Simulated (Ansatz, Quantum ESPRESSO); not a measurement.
# Work functions of clean metal faces in two plane-wave codes, Nb(110) to Ag(110)

Do two independent codes agree on PBE work functions, and is their disagreement small beside the miss against experiment?

Set-up. Quantum ESPRESSO 7.5 (pw.x, pp.x): slabs at the tabulated lattice constant, outer layers relaxed under PBE by Ansatz 0.2.0 (PAW) or by pw.x, 16 to 19 Å of vacuum, cold smearing of 0.02 Ry, SCF threshold 1e-7 Ry, k-spacings of 0.17 to 0.35 Å⁻¹ (2π included); slabs of magnetic metals were started with moments, and † marks those that keep one. The work function is the vacuum level of the electrostatic potential less the Fermi level. GBRV ultrasoft files. The second code, Ansatz 0.2.0, uses PAW datasets and Fermi-Dirac smearing of 0.1 eV on the same atoms and mesh.

The runs side by side:

| face | layers | k mesh | pw.x (eV) | Ansatz (eV) | pw.x − Ansatz (eV) | measured (eV) |
| --- | --- | --- | --- | --- | --- | --- |
| Nb(110) | 5 | 10×10 | 4.55 | 4.49 | +0.06 | 4.63 |
| Mo(100) | 7 | 8×8 | 3.93 | 3.92 | +0.01 | 4.45* |
| Mo(110) | 5 | 10×10 | 4.56 | 4.54 | +0.02 | 4.95 |
| Ru(0001) | 6 | 12×12 | 5.02 | 5.03 | 0.00 | - |
| Rh(100) | 7 | 10×10 | 5.08 | 5.07 | +0.01 | 5.30 |
| Rh(110) | 7 | 8×10 | 4.72 | 4.69 | +0.02 | 4.86 |
| Rh(111) | 5 | 12×12 | 5.17 | 5.16 | +0.01 | 5.46 |
| Pd(100) | 7 | 10×10 | 5.12 | 5.10 | +0.02 | 5.48 |
| Pd(110) | 7 | 8×10 | 4.92 | 4.88 | +0.04 | 5.07 |
| Pd(111) | 5 | 12×12 | 5.26 | 5.25 | +0.01 | 5.67 |
| Ag(100) | 7 | 8×8 | 4.38 | 4.31 | +0.07 | 4.36 |
| Ag(110) | 7 | 8×8 | 4.15 | 4.13 | +0.03 | 4.10 |

What this shows: The codes differ by 0.025 eV on average and by at most 0.07 eV, on Ag(100). pw.x lies above Ansatz on 11 faces and below on 1. Against the 10 measured values on unreconstructed faces pw.x misses by 0.21 eV on average (mean signed −0.20 eV), 7 times the difference between the codes on those faces, so functional, model slab and the scatter of the measurements limit the comparison, not the implementation.

What the numbers leave out: Slabs this thin leave some 0.05 to 0.1 eV open. The two smearings differ.  A star marks a face that reconstructs in reality. Measured values, compiled in “Anisotropic work function of elemental crystals” (2019, arxiv:1902.07811), differ between sources by 0.1 eV or more. Of 71 clean slabs run, each face is listed once, in this or a sister table, where both codes converged.
